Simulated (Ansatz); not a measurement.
**Changed inputs in constrained RPA: NdTlSe2 (R-3m)**

Aim: hold the target of a cRPA run on NdTlSe2 (R-3m) and move one thing at a time.

Program: Ansatz 0.2.0. Level of theory: constrained RPA on LDA, plane waves, PAW. Results are calculated unless marked as measured.

This is a report of a sequence of runs, with most program output left out.

**1. Set-up**

Symmetry: R-3m, No. 166, trigonal system. Conventional cell: a = 4.315 Å, b = 4.315 Å, c = 23.133 Å, α = 90.00°, β = 90.00°, γ = 120.00°. Nearest to Nd lie 6 Se at 2.98 Å. Nearest to Tl lie 6 Se at 3.34 Å. Nearest to Se lie 3 Nd at 2.98 Å and 3 Tl at 3.34 Å. Farther neighbours and most contacts between anions are not listed.

The cell and positions are those that the Materials Project relaxed with its own functionals (PBE, PBE+U or r2SCAN), kept fixed. Spin-orbit coupling is left out unless a step names it. The default PAW set here is soft_2. Its files were made with PBE.

**2. Base: Nd f, bands v2 to c5, 4×4×4 mesh, medium accuracy**

Constrained RPA screens the interaction with every transition except those inside the target bands, which a later many-body model would treat itself.

Contents of input.yaml:

```yaml
crystal:
  lattice:
    - [-3.43484194, -3.43484194, -6.48601803]
    - [-3.43484194, -6.48601803, -3.43484194]
    - [-6.48601803, -3.43484194, -3.43484194]
  atoms:
    - { symbol: Nd, position: [0.0, 0.0, 0.0] }
    - { symbol: Tl, position: [0.5, 0.5, 0.5] }
    - { symbol: Se, position: [0.26288803, 0.26288803, 0.26288803] }
    - { symbol: Se, position: [0.73711197, 0.73711197, 0.73711197] }
kpoints:
  mp_grid: { grid: [8, 8, 8] }
hamiltonian:
  xc: lda
scf:
  occupations: { method: gaussian, width: 0.08 }
  n_extra_bands: 21
  max_iter: 150
output:
  crpa:
    kmesh: [4, 4, 4]
    target_bands: [v2, c5]
    projections: [{ species: Nd, l: f, shell: 4 }]
  local_orbitals:
    kmesh: [8, 8, 8]
    orbitals: [{ species: Nd, l: f, shell: 4 }]
    window: { bands: [v2, c5] }
    seedname: lo
```

Started as:

```sh
> ansatz run input.yaml --threads 4 --pin off --max-ram 9216MiB --backend cpu --events-out ev --progress --plain --runs-dir out
```

Elapsed: 20 min, on 4 threads of Arm Neoverse V1, shared host; peak memory 1.6 GiB.

This step gave:

```yaml
u: 3.309 eV
u_prime_inter_orbital: 2.293 eV
j: 0.4964 eV
bare_v: 24.45 eV
bare_j: 0.6554 eV
stated_bound_on_u: 0.008325 eV
u_over_bare_v: 0.1354
electrons_in_the_window: 3.000
head_of_the_constrained_inverse_dielectric_matrix: 0.1174
least_eigenvalue_of_the_projection_s_overlap: 0.5379
target_functions: 7
bands_in_the_sums: 70
r_m_s_miss_of_the_model_bands: 0.001683 eV
width_of_the_target_bands: 0.7237 eV
weight_of_the_projected_orbitals_in_the_window: 0.9375
```

On the Nd f shell, screening brings the on-site interaction from 24.4 eV down to U = 3.31 eV.

**3. Changed: 2×2×2 mesh**

Edit input.yaml of step 2 so:

```diff
@@ -20,9 +20,4 @@
   crpa:
-    kmesh: [4, 4, 4]
+    kmesh: [2, 2, 2]
     target_bands: [v2, c5]
     projections: [{ species: Nd, l: f, shell: 4 }]
-  local_orbitals:
-    kmesh: [8, 8, 8]
-    orbitals: [{ species: Nd, l: f, shell: 4 }]
-    window: { bands: [v2, c5] }
-    seedname: lo
```

It took 90 s on 4 threads; peak memory 1.4 GiB.

This step gave:

| Quantity | Value |
| --- | --- |
| U | 2.769 eV |
| U prime (inter-orbital) | 1.808 eV |
| J | 0.4762 eV |
| bare V | 24.32 eV |
| bare J | 0.6505 eV |
| stated bound on U | 0.006497 eV |
| U over bare V | 0.1138 |
| electrons in the window | 3.000 |
| head of the constrained inverse dielectric matrix | 0.1156 |
| least eigenvalue of the projection's overlap | 0.5379 |
| target functions | 7 |
| bands in the sums | 70 |
| width of the target bands | 0.7237 eV |
| weight of the projected orbitals in the window | 0.9375 |

On the Nd f shell, screening brings the on-site interaction from 24.3 eV down to U = 2.77 eV.

**4. Changed: orbitals of another atom**

Edit input.yaml of step 3 so:

```diff
@@ -20,4 +20,4 @@
   crpa:
-    kmesh: [2, 2, 2]
+    kmesh: [4, 4, 4]
     target_bands: [v2, c5]
-    projections: [{ species: Nd, l: f, shell: 4 }]
+    projections: [{ species: Se, l: p }]
```

The job ended after 0.2 s (4 threads; peak memory 0.11 GiB).

The program refused the input before any cycle.

The program's message: “Error: invalid value for `output.crpa.projections`: 6 orbital(s) selected but the target window spans 7 band(s); name one orbital per band of it”

The fault put into this input: trial orbitals that do not match the target bands.

**5. Side by side**

Times are wall times on 4 threads of Arm Neoverse V1, shared host, good to a factor of about two.

```csv
run,bare V (eV),U (eV),J (eV),bound on U (eV),width (eV),time
target window,24.45,3.309,0.496,0.0083,0.72,20 min
2×2×2 mesh,24.32,2.769,0.476,0.0065,0.72,90 s
```

**6. Summary of results**

- target window: U 3.31 eV, J 0.50 eV
- 2×2×2 mesh: U 2.77 eV, J 0.48 eV

What this shows: 2×2×2 mesh moves U by −0.54 eV at 0.075 times the time. The printed bound covers the solver alone, not the mesh, and no denser mesh than the base was run. The parent state is non-magnetic and the interaction static (zero frequency); U depends on the window and the orbitals, so it belongs to this model alone. Spin-orbit coupling, which is strong for atoms this heavy, is left out.

[Paths, hosts, dates, memory and timing lines, banners, echoed tables and standing remarks are left out of the program output.]

[Logs are printed without paths, hosts, clocks, repeated set-up lines and the standing remarks that a program may print on its own settings, such as how far it seeks lower states.]

[Runs of the session that timed out or met a known fault of the program may be left out.]

[Hosts, paths, dates, database ids (printed as entryN), source tags and the programs' standing remarks are cut or masked in the printed files.]
